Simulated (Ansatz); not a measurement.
# PrGd, from a guessed structure to a relaxed one

Starting from a made-up structure for PrGd, the aim is the relaxed cell, its shortest contacts and, where a second run follows, its electronic structure.

Program: Ansatz 0.2.0. Level of theory: DFT, PBE, plane-wave PAW, default files, scalar-relativistic, ferromagnetic start, cell and ions relaxed at zero pressure. Results are calculated unless marked as measured.

In doubt: a part-filled 4f shell, where there is one, can sit in one of many states, so energies may not be the lowest and differences between runs may mislead; derivatives with an open 4f shell can jump between states, which bears on forces and vibrations.

## Step 1: Set-up

Symmetry: P-6m2, No. 187, hexagonal system. The conventional cell has a = 3.756 Å, b = 3.756 Å, c = 6.121 Å, α = 90.00°, β = 90.00°, γ = 120.00°. Nearest to Gd lie 6 Pr at 3.75 Å and 6 Gd at 3.76 Å. Nearest to Pr lie 6 Gd at 3.75 Å and 6 Pr at 3.76 Å. Farther neighbours are not listed.

## Step 2: Relaxing cell and atoms

The guess takes its coordinates from another compound and its volume from a rule, so the cell and any free coordinates are relaxed together.

The input, input.yaml:

```yaml
crystal:
  lattice:
    - [3.756, 0.0, 0.0]
    - [-1.878, 3.252791417, 0.0]
    - [0.0, 0.0, 6.121]
  atoms:
    - { symbol: Gd, position: [0.666666667, 0.333333333, 0.5], spin: 7.0 }
    - { symbol: Pr, position: [0.0, 0.0, 0.0], spin: 2.0 }
magnetization:
  spin_polarized: true
kpoints:
  mp_grid: { grid: [8, 8, 5] }
scf:
  occupations: { method: fermi_dirac, width: 0.05 }
hamiltonian:
  xc: pbe
  pseudopotentials: { kind: paw }
relax:
  f_tol: 0.015
  max_steps: 70
  cell: {}
output:
  forces: true
  stress: true
```

Started as:

```sh
$ ansatz run input.yaml --threads 4 --pin off --max-ram 10240MiB --backend cpu --events-out ev --progress --plain --runs-dir out
```

Numbers of over 12 decimals in the logs are rounded to 6 here.

The program printed:

```text
Warning: where an SCF of this run starts from atoms to list the orders of its open shells, Pr (site 1, from 0) starts with 2.02 μB on its 4f shell, in the place of the 2.00 μB that the deck gives it: an open f shell starts with all that it can hold by Hund's first rule. To start from spheres of the given moment, type scf.initial_density.shell_occupations: []
band count auto-derived: 30 (N_el = 31.0; filled up to band 16; 24 by the electrons, moments and atoms)
Engine: ansatz 0.2.0, x86_64-unknown-linux-gnu
Pseudopotentials: kind: paw
Pseudopotential: Gd, paw, valence charge 18, recommended cutoff 420 eV (normal), Gd.paw.azcp
Pseudopotential: Pr, paw, valence charge 13, recommended cutoff 420 eV (normal), Pr.paw.azcp
Functional definition: PBE
  parameter kappa = 0.804
  parameter beta = 0.066725
  exchange = pbe_x(kappa = kappa, mu = beta*pi^2/3)
  correlation = pbe_c(beta = beta)
Crystal: 2 atoms, lattice volume = 74.783 Å³
Basis set: ecut = 420 eV, 1473 PW (Γ), exchange–correlation on 54×54×90 points (8 copies of the dense FFT grid, shifted against one another)
Bands: 30, of which v1, the nominal top of the filled ones, is band 16 counted from 1 (15 counted from 0)
Symmetry: 12 space group operations
Space group: P-6m2 (ITA 187), of the structure as read, at distance tolerance 4.2e-5 Å
Magnetic group: BNS 187.209 (UNI 1439), of the structure as read, at distance tolerance 4.2e-5 Å
k-points: 30 of 320 (time reversal used)
Non-local potential: Gd, projectors of the file, l = 0: 3, l = 1: 2, l = 2: 2, l = 3: 3
Non-local potential: Pr, projectors of the file, l = 0: 3, l = 1: 2, l = 2: 2, l = 3: 3
PAW form: soft (Blöchl's): semilocal exchange-correlation on the pseudo side does not see the compensation charge
PAW one-centre angular grid: Gd, 590 points (default); XC on 64 Gauss nodes
PAW one-centre angular grid: Pr, 590 points (default); XC on 64 Gauss nodes
Initial density: superposition of atomic densities (chi_scale 0.1, normalization cell)
Starting moments: Σ|m| = 9 μB on 2 of 2 sites
Initial wavefunctions: pseudopotential atomic-orbital guess
Functional: x = pbe(κ = 0.804, μ = 0.219515), c = pbe(β = 0.066725)
SCF iter   1: F=—  HF=-16265.831853 eV  |F-HF|=—  |Δ(HF+E_count)|=         —  Δρ=3.20e-2 (↑2.50e-2 ↓3.20e-2)  dr2=1.42e0  dr2_m=4.85e-1  M=9.463 μB ∫|m|=9.463 μB  β_m=0.30  ethr=3.10e-3  ⟨swp⟩=4.8  Hψ=6292  notcnv=0
Mixer restart at iter 1: flushing history
preconditioner: auto → Kerker (q_TF=auto, 2.356 Å⁻¹)  [metal: Δε(μ)=0.003 eV  Ē_g=11.262 eV  σ=0.050 eV  W_gap=0.01  n_scr=22 (ndim 8)  ℏωp=22.3 eV  f_vac=0.000  D(μ)=17.76/eV (n_scr^D=360)]
spin=Collinear: Kerker preconditioning applied to the charge; magnetization (m = ρ↑ − ρ↓) channel mixes plain (no charge-response kernel on spin).
SCF iter   2: F=—  HF=-16266.046346 eV  |F-HF|=—  |Δ(HF+E_count)|=   2.14e-1  Δρ=2.39e-2 (↑1.97e-2 ↓2.39e-2)  dr2=7.31e-1  dr2_m=2.84e-1  M=9.588 μB ∫|m|=9.588 μB  β_m=0.59  ethr=3.10e-3  ⟨swp⟩=1.5  Hψ=2581  notcnv=0  defer=34
SCF iter   3: F=—  HF=-16266.436009 eV  |F-HF|=—  |Δ(HF+E_count)|=   3.90e-1  Δρ=7.64e-3 (↑7.64e-3 ↓7.25e-3)  dr2=9.33e-2  dr2_m=1.53e-2  M=10.023 μB ∫|m|=10.023 μB  β_m=0.70  ethr=2.36e-3  ⟨swp⟩=2.8  Hψ=3084  notcnv=0  defer=50
SCF iter   4: F=—  HF=-16266.515517 eV  |F-HF|=—  |Δ(HF+E_count)|=   7.95e-2  Δρ=4.38e-3 (↑4.38e-3 ↓2.14e-3)  dr2=2.20e-2  dr2_m=3.63e-3  M=10.154 μB ∫|m|=10.154 μB  β_m=0.71  ethr=3.01e-4  ⟨swp⟩=3.1  Hψ=4271  notcnv=0  defer=51
SCF iter   5: F=—  HF=-16266.522684 eV  |F-HF|=—  |Δ(HF+E_count)|=   7.17e-3  Δρ=2.46e-3 (↑2.46e-3 ↓1.12e-3)  dr2=3.91e-3  dr2_m=1.26e-3  M=10.230 μB ∫|m|=10.230 μB  β_m=0.85  ethr=7.08e-5  ⟨swp⟩=2.2  Hψ=3764  notcnv=0  defer=50
SCF iter   6: F=—  HF=-16266.530829 eV  |F-HF|=—  |Δ(HF+E_count)|=   8.15e-3  Δρ=8.71e-4 (↑8.71e-4 ↓4.21e-4)  dr2=8.72e-4  dr2_m=1.52e-4  M=10.297 μB ∫|m|=10.297 μB  β_m=0.93  ethr=1.26e-5  ⟨swp⟩=2.0  Hψ=3488  notcnv=0  defer=50
SCF iter   7: F=—  HF=-16266.532137 eV  |F-HF|=—  |Δ(HF+E_count)|=   1.31e-3  Δρ=1.60e-4 (↑1.60e-4 ↓1.48e-4)  dr2=5.46e-5  dr2_m=6.66e-6  M=10.334 μB ∫|m|=10.334 μB  β_m=0.95  ethr=2.81e-6  ⟨swp⟩=2.0  Hψ=3678  notcnv=0  defer=50
SCF iter   8: F=—  HF=-16266.536573 eV  |F-HF|=—  |Δ(HF+E_count)|=   4.44e-3  Δρ=1.31e-4 (↑1.31e-4 ↓8.62e-5)  dr2=2.02e-5  dr2_m=4.92e-6  M=10.340 μB ∫|m|=10.340 μB  β_m=0.98  ethr=1.76e-7  ⟨swp⟩=2.0  Hψ=2827  notcnv=0  defer=50
SCF iter   9: F=—  HF=-16266.536593 eV  |F-HF|=—  |Δ(HF+E_count)|=   2.05e-5  Δρ=7.60e-5 (↑7.60e-5 ↓2.73e-5)  dr2=5.88e-6  dr2_m=1.09e-6  M=10.347 μB ∫|m|=10.347 μB  β_m=0.96  ethr=6.52e-8  ⟨swp⟩=2.0  Hψ=2844  notcnv=0  defer=50
SCF iter  10: F=—  HF=-16270.291232 eV  |F-HF|=—  |Δ(HF+E_count)|=         —  Δρ=1.94e-1 (↑1.94e-1 ↓1.89e-1)  dr2=2.27e-2  dr2_m=2.51e1  M=5.870 μB ∫|m|=9.725 μB  β_m=1.00  ethr=1.90e-8  ⟨swp⟩=2.0  Hψ=2710  notcnv=0  defer=50
Mixer restart at iter 10: flushing history
SCF iter  11: F=—  HF=-16266.508186 eV  |F-HF|=—  |Δ(HF+E_count)|=    3.78e0  Δρ=1.06e-2 (↑5.77e-3 ↓1.06e-2)  dr2=3.41e-2  dr2_m=4.12e-2  M=5.378 μB ∫|m|=9.878 μB  β_m=0.96  ethr=1.61e-4  ⟨swp⟩=4.0  Hψ=4837  notcnv=0  defer=50
SCF iter  12: F=—  HF=-16266.531862 eV  |F-HF|=—  |Δ(HF+E_count)|=   2.37e-2  Δρ=4.27e-3 (↑2.38e-3 ↓4.27e-3)  dr2=2.33e-2  dr2_m=4.86e-3  M=5.228 μB ∫|m|=9.922 μB  β_m=0.84  ethr=1.10e-4  ⟨swp⟩=4.2  Hψ=4887  notcnv=0  defer=50
SCF iter  13: F=—  HF=-16266.532303 eV  |F-HF|=—  |Δ(HF+E_count)|=   4.41e-4  Δρ=1.45e-3 (↑1.37e-3 ↓1.45e-3)  dr2=2.09e-4  dr2_m=1.31e-3  M=5.129 μB ∫|m|=9.967 μB  β_m=0.92  ethr=7.51e-5  ⟨swp⟩=3.0  Hψ=3903  notcnv=0  defer=50
SCF iter  14: F=—  HF=-16266.539755 eV  |F-HF|=—  |Δ(HF+E_count)|=   7.45e-3  Δρ=8.83e-4 (↑8.83e-4 ↓8.25e-4)  dr2=3.50e-4  dr2_m=4.50e-4  M=5.036 μB ∫|m|=10.007 μB  β_m=0.96  ethr=6.74e-7  ⟨swp⟩=3.0  Hψ=3577  notcnv=0  defer=47
SCF iter  15: F=—  HF=-16266.543262 eV  |F-HF|=—  |Δ(HF+E_count)|=   3.51e-3  Δρ=5.85e-4 (↑5.85e-4 ↓4.92e-4)  dr2=3.17e-4  dr2_m=1.30e-4  M=4.957 μB ∫|m|=10.038 μB  β_m=0.79  ethr=6.74e-7  ⟨swp⟩=3.1  Hψ=3614  notcnv=0  defer=47
SCF iter  16: F=—  HF=-16266.544134 eV  |F-HF|=—  |Δ(HF+E_count)|=   8.72e-4  Δρ=2.74e-4 (↑2.74e-4 ↓2.65e-4)  dr2=1.12e-4  dr2_m=3.28e-5  M=4.897 μB ∫|m|=10.060 μB  β_m=0.90  ethr=6.74e-7  ⟨swp⟩=2.4  Hψ=3392  notcnv=0  defer=47
SCF iter  17: F=—  HF=-16266.544546 eV  |F-HF|=—  |Δ(HF+E_count)|=   4.12e-4  Δρ=9.51e-5 (↑8.16e-5 ↓9.51e-5)  dr2=8.10e-6  dr2_m=3.91e-6  M=4.848 μB ∫|m|=10.059 μB  β_m=0.95  ethr=3.61e-7  ⟨swp⟩=2.8  Hψ=3230  notcnv=0  defer=47
[...]
SCF iter   4: F=—  HF=-16266.556832 eV  |F-HF|=—  |Δ(HF+E_count)|=    3.51e0  Δρ=9.95e-3 (↑9.95e-3 ↓6.26e-3)  dr2=2.13e-2  dr2_m=3.58e-2  M=9.605 μB ∫|m|=9.639 μB  β_m=0.65  ethr=1.61e-4  ⟨swp⟩=3.9  Hψ=4999  notcnv=0  defer=2
SCF iter   5: F=—  HF=-16266.563684 eV  |F-HF|=—  |Δ(HF+E_count)|=   6.85e-3  Δρ=3.59e-3 (↑2.92e-3 ↓3.59e-3)  dr2=2.64e-3  dr2_m=6.27e-3  M=9.720 μB ∫|m|=9.727 μB  β_m=0.71  ethr=6.87e-5  ⟨swp⟩=3.0  Hψ=4391  notcnv=0  defer=18
SCF iter   6: F=—  HF=-16266.578660 eV  |F-HF|=—  |Δ(HF+E_count)|=   1.50e-2  Δρ=2.08e-3 (↑2.08e-3 ↓1.98e-3)  dr2=3.13e-4  dr2_m=2.41e-3  M=9.844 μB ∫|m|=9.844 μB  β_m=0.86  ethr=8.53e-6  ⟨swp⟩=2.7  Hψ=3470  notcnv=0  defer=19
SCF iter   7: F=—  HF=-16266.822993 eV  |F-HF|=—  |Δ(HF+E_count)|=         —  Δρ=1.44e-2 (↑1.44e-2 ↓2.15e-3)  dr2=2.21e-2  dr2_m=3.36e-2  M=10.123 μB ∫|m|=10.123 μB  β_m=1.00  ethr=1.01e-6  ⟨swp⟩=3.0  Hψ=3711  notcnv=0  defer=19
Mixer restart at iter 7: flushing history
SCF iter   8: F=—  HF=-16266.494920 eV  |F-HF|=—  |Δ(HF+E_count)|=         —  Δρ=2.39e-3 (↑2.39e-3 ↓1.42e-3)  dr2=2.37e-3  dr2_m=1.74e-3  M=10.273 μB ∫|m|=10.273 μB  β_m=1.00  ethr=1.61e-4  ⟨swp⟩=2.9  Hψ=4083  notcnv=0  defer=22
Mixer restart at iter 8: flushing history
SCF iter   9: F=—  HF=-16266.839300 eV  |F-HF|=—  |Δ(HF+E_count)|=         —  Δρ=1.47e-2 (↑1.47e-2 ↓7.06e-4)  dr2=2.98e-2  dr2_m=3.30e-2  M=10.283 μB ∫|m|=10.283 μB  β_m=1.00  ethr=1.61e-4  ⟨swp⟩=2.5  Hψ=3386  notcnv=0  defer=30
Mixer restart at iter 9: flushing history
SCF iter  10: F=—  HF=-16266.574330 eV  |F-HF|=—  |Δ(HF+E_count)|=   2.65e-1  Δρ=1.97e-3 (↑1.97e-3 ↓7.31e-4)  dr2=2.61e-3  dr2_m=4.35e-4  M=10.281 μB ∫|m|=10.281 μB  β_m=0.86  ethr=1.61e-4  ⟨swp⟩=2.8  Hψ=3894  notcnv=0  defer=33
SCF iter  11: F=—  HF=-16266.575627 eV  |F-HF|=—  |Δ(HF+E_count)|=   1.30e-3  Δρ=1.35e-3 (↑1.35e-3 ↓9.55e-4)  dr2=3.25e-3  dr2_m=1.08e-4  M=10.285 μB ∫|m|=10.285 μB  β_m=0.86  ethr=8.41e-6  ⟨swp⟩=2.7  Hψ=3926  notcnv=0  defer=33
SCF iter  12: F=—  HF=-16266.574227 eV  |F-HF|=—  |Δ(HF+E_count)|=   1.40e-3  Δρ=5.23e-4 (↑5.23e-4 ↓2.36e-4)  dr2=1.04e-4  dr2_m=5.58e-5  M=10.284 μB ∫|m|=10.284 μB  β_m=0.93  ethr=8.41e-6  ⟨swp⟩=2.5  Hψ=3368  notcnv=0  defer=34
SCF iter  13: F=—  HF=-16266.574550 eV  |F-HF|=—  |Δ(HF+E_count)|=         —  Δρ=2.65e-4 (↑2.65e-4 ↓1.39e-4)  dr2=7.50e-5  dr2_m=1.51e-5  M=10.289 μB ∫|m|=10.289 μB  ethr=3.34e-7  ⟨swp⟩=2.0  Hψ=2722  notcnv=0  defer=34
Mixer restart at iter 13: flushing history
SCF iter  14: F=—  HF=-16266.625855 eV  |F-HF|=—  |Δ(HF+E_count)|=         —  Δρ=7.28e-6 (↑4.93e-6 ↓7.28e-6)  dr2=2.05e-8  dr2_m=1.58e-8  M=4.781 μB ∫|m|=9.901 μB  β_m=0.93  ethr=1.32e-9  ⟨swp⟩=5.0  Hψ=6215  notcnv=0
SCF iter  15: F=—  HF=-16266.625855 eV  |F-HF|=—  |Δ(HF+E_count)|=   5.43e-8  Δρ=5.02e-6 (↑5.02e-6 ↓2.69e-6)  dr2=3.70e-8  dr2_m=1.08e-9  M=4.781 μB ∫|m|=9.901 μB  β_m=0.73  ethr=6.61e-11  ⟨swp⟩=2.6  Hψ=3484  notcnv=0
SCF iter  16: F=—  HF=-16266.625855 eV  |F-HF|=—  |Δ(HF+E_count)|=   3.99e-8  Δρ=1.82e-6 (↑7.66e-7 ↓1.82e-6)  dr2=1.53e-9  dr2_m=5.44e-10  M=4.781 μB ∫|m|=9.901 μB  β_m=0.81  ethr=6.61e-11  ⟨swp⟩=2.0  Hψ=2802  notcnv=0
SCF iter  17: F=—  HF=-16266.625855 eV  |F-HF|=—  |Δ(HF+E_count)|=   6.24e-9  Δρ=2.03e-6 (↑2.27e-7 ↓2.03e-6)  dr2=3.01e-9  dr2_m=6.47e-10  M=4.781 μB ∫|m|=9.901 μB  β_m=0.81  ethr=4.92e-12  ⟨swp⟩=2.0  Hψ=2664  notcnv=0
SCF iter  18: F=—  HF=-16266.625855 eV  |F-HF|=—  |Δ(HF+E_count)|=   4.55e-9  Δρ=7.07e-7 (↑2.70e-7 ↓7.07e-7)  dr2=5.87e-10  dr2_m=6.48e-11  M=4.781 μB ∫|m|=9.901 μB  β_m=0.90  ethr=4.92e-12  ⟨swp⟩=2.0  Hψ=2779  notcnv=0
SCF iter  19: F=—  HF=-16266.625855 eV  |F-HF|=—  |Δ(HF+E_count)|=  5.02e-10  Δρ=2.43e-7 (↑1.04e-7 ↓2.43e-7)  dr2=8.51e-11  dr2_m=7.49e-12  M=4.781 μB ∫|m|=9.901 μB  β_m=0.95  ethr=1.89e-12  ⟨swp⟩=2.0  Hψ=2763  notcnv=0
SCF iter  20: F=—  HF=-16266.625855 eV  |F-HF|=—  |Δ(HF+E_count)|=  3.27e-11  Δρ=6.80e-8 (↑4.16e-8 ↓6.80e-8)  dr2=4.37e-12  dr2_m=1.16e-12  M=4.781 μB ∫|m|=9.901 μB  β_m=0.98  ethr=1.00e-12  ⟨swp⟩=1.7  Hψ=2016  notcnv=0
SCF iter  21: F=—  HF=-16266.625855 eV  |F-HF|=—  |Δ(HF+E_count)|=    0.00e0  Δρ=2.24e-8 (↑2.18e-8 ↓2.24e-8)  dr2=3.21e-13  dr2_m=2.34e-13  M=4.781 μB ∫|m|=9.901 μB  β_m=0.99  ethr=1.00e-12  ⟨swp⟩=1.0  Hψ=1800  notcnv=0
SCF iter  22: F=-16266.625855 eV  HF=-16266.625855 eV  |F-HF|=1.27e-11  |Δ(HF+E_count)|=  1.82e-12  Δρ=1.15e-7 (↑1.23e-8 ↓1.15e-7)  dr2=1.16e-11  dr2_m=1.98e-12  M=4.781 μB ∫|m|=9.901 μB  ethr=1.00e-12  ⟨swp⟩=4.3  Hψ=6653  notcnv=0
the starting moments were not kept: 1 of 2 ended reversed and 1 kept their direction, counting a site from 0.1 μB. The largest reversed, site 1 (counted from 0, in the order of the report's site_moments_mub), started with +2.0 μB and closes at -2.4e0 μB in its sphere.
SCF 5 converged in 22 iterations: F = -16266.625855 eV  dr2 = 1.16e-11
relax step   5: F+E_penalty+E_count = -16266.62585482 eV  Δ(F+E_penalty+E_count) = +1.301e-3 eV  max|allowed force component| = 1.344e-17 eV/Å  Δτ_max = 0.0000 Å  P = -0.029 GPa  Ω = 66.242 Å³  stress off target by 3.19e-2 GPa  SCF on the basis re-selected at this cell (its energy is not comparable with the rows above)  (22 SCF iters)
basis re-selected at this cell: Δ(F+E_penalty+E_count) = +1.301e-3 eV, ΔP = -0.018 GPa vs the last step (what re-selecting the basis moved, of the pressure what is left beyond the Pulay correction that the steps carried, after the strain that the cell walked since its last selection, with what the two solves' SCF thresholds leave and, on support functions, any second-order correction that the steps lacked; it is no measure of the basis error at this ecutwfc). The dense FFT grid was sized anew with the basis: this SCF ran on 25×25×40 points, the steps before it on 27×27×45, so part of this shift can come from that change (see relax.cell in the input reference). [rest of the remark cut]
SCF converged after 22 iterations
Magnetization: 4.7813 μB (17.8906 up, 13.1094 down)
Absolute magnetization: 9.9015 μB (∫|ρ↑−ρ↓|, with the PAW one-centre terms)
Spin contamination: 2.4980 ħ² per cell (⟨S²⟩ above its minimum at these occupations)
Per-site moments (μB) at R_I (Å): [(7.200374, 1.486187), (-2.381896, 1.486187)]
Free energy (F): -16266.625855 eV
Harris-Foulkes:  -16266.625855 eV  (|F-HF|=1.27e-11)
Internal energy: -16266.559880 eV  (E = F + TS)
E sigma→0 (E₀):  -16266.592867 eV
Entropy (-TS):   -0.065975 eV (-32.987 meV/atom)
Fermi energy:    12.380301 eV
--- Per-component energies (eV) ---
  E_band       = -45.482258
  E_kinetic    = 742.912392
  E_local      = -2807.817669  (includes V_loc(G=0)·N_el)
  E_nonlocal   = 358.205113
  E_hartree    = 1132.706414
  E_xc         = -454.547402
  E_vxc        = -495.374179  (∫ρ·V_xc dr)
  E_paw        = -12095.995393  (= ΣΔE_a)
  E_vpaw       = -108.820793  (= ΣTr[D̂ρ^β])
  E_aug_tail   = -0.000000  (compensation charges beyond the density's cutoff)
  E_ewald      = -3142.023336
  E_smearing   = -0.065975  (= −TS)
  E_closure    = 0.000000  (closes the sum)
  Σ components = -16266.625855   (vs F -16266.625855, Δ=0.00e0)
--- Forces (eV/Å), atoms counted from 1 ---
  atom   1  Gd     0.00000000     0.00000000     0.00000000
  atom   2  Pr     0.00000000    -0.00000000     0.00000000
  max |Σ_I F_I| component: 1.16e-17 eV/Å
--- Stress (GPa, compression-positive) ---
       -0.027981       0.000000       0.000000
        0.000000      -0.027981      -0.000000
        0.000000      -0.000000      -0.031905
  P = ⅓ Tr σ = -0.0293 GPa (-0.293 kbar)
--- Relaxed structure (4 steps of the walk, 4 accepted, 1 SCFs on fresh bases) ---
  F+E_penalty+E_count = -16266.62585482 eV   max|allowed force component| = 1.344e-17 eV/Å   (the final SCF, on the basis selected at the relaxed cell)
  cell:  # Å, volume = 66.2416 Å³
    - [3.602878, 0.0, 5.4276217164280005e-18]
    - [-1.801439, 3.120184, -2.7138108582140002e-18]
    - [8.845173728510751e-18, 0.0, 5.892515]
  atoms:
    - { symbol: Gd, position: [0.666667, 0.333333, 0.5] }
    - { symbol: Pr, position: [-2.7755575615628914e-17, 1.8503717085702407e-17, 0] }
```

Run time: 25 s. Hardware: 4 threads of Intel Xeon Platinum 8488C (Sapphire Rapids), shared host; peak memory 0.62 GiB.

The steps of the relaxation:

```
step  energy less that of the first step (eV)  largest force component (eV/Å)  pressure (GPa)  volume (Å³)
   1                                   0.0000                          0.0000           -2.75        74.78
   2                                  -0.0691                          0.0000           -1.23        69.45
   3                                  -0.0823                          0.0000            0.23        65.68
   4                                  -0.0826                          0.0000           -0.01        66.24
  5*                                  -0.0813                          0.0000           -0.03        66.24
```

Relaxation steps marked * repeat the geometry before them on a plane-wave basis chosen anew for their cell, so energy and pressure can jump there.

The run keeps the 12 symmetry operations that it works with, so distortions that break them were not tested.

```
conventional cell, symmetrised  before  after   change
                         a (Å)   3.756  3.603   -4.1 %
                         b (Å)   3.756  3.603   -4.1 %
                         c (Å)   6.121  5.893   -3.7 %
              volume (Å³/atom)   37.39  33.12  -11.4 %
```

The relaxed structure:

```cif
data_structure
_symmetry_space_group_name_H-M 'P 1'
_symmetry_Int_Tables_number 1
_cell_length_a 3.6029
_cell_length_b 3.6029
_cell_length_c 5.8925
_cell_angle_alpha 90.000
_cell_angle_beta 90.000
_cell_angle_gamma 120.000
_cell_volume 66.24
loop_
_atom_site_label
_atom_site_type_symbol
_atom_site_fract_x
_atom_site_fract_y
_atom_site_fract_z
_atom_site_occupancy
Gd1 Gd 0.66667 0.33333 0.50000 1
Pr2 Pr 0.00000 0.00000 0.00000 1
```

Numbers from this step:

* free energy: -16266.6259 eV
* energy at zero smearing: -16266.5929 eV
* smearing term TS: 0.06597 eV
* Fermi energy: 12.38 eV
* magnetization: 4.781 μB
* absolute magnetization: 9.901 μB
* site moments: 7.200, -2.382 μB
* electrons: 31
* symmetry operations: 12
* pressure: -0.02929 GPa

Site moment by atom:

```csv
atom,site moment (μB)
Gd1,7.20
Pr2,-2.38
```

The shortest distance of each pair, which need not be the same contact before and after:

```
 pair  guess (Å)  relaxed (Å)
Gd–Gd      3.756        3.603
Pr–Pr      3.756        3.603
Gd–Pr      3.751        3.607
```

The relaxation ends with a pressure of -0.03 GPa.

## Step 3: Summary of results

| Quantity | Value |
| --- | --- |
| space group, relaxed | P-6m2 |
| conventional cell | a = 3.603, b = 3.603, c = 5.893 Å; α = 90.0°, β = 90.0°, γ = 120.0° |
| volume per atom | 33.12 Å³ (guess 37.39) |
| total moment | 4.78 μB in the cell of 2 atoms |

PrGd relaxes to P-6m2 with a = 3.603, b = 3.603 and c = 5.893 Å. The guessed volume was 13 % too large. The space group P-6m2 was held in the relaxation, so the end point is a stationary structure within it and may be a saddle against distortions or other arrangements. The input starts from parallel moments, and no other start was typed; the run left that order, and the end state is ferrimagnetic. The f shell may be open and has no Hubbard U, so its place in energy and the volume are uncertain. The electronic state may lie above the lowest one. Mesh and cutoff weren't tested. Spin-orbit coupling is left out, which can matter for elements this heavy. No dispersion term is used, so weakly bound directions may come out too long. Nothing here tests whether the compound is stable against decomposition.

[Logs are printed without paths, hosts, clocks, repeated set-up lines and the standing remarks that a program may print on its own settings, such as how far it seeks lower states.]

[Hosts, paths, dates, database ids (printed as entryN), source tags and the programs' standing remarks are cut or masked in the printed files.]
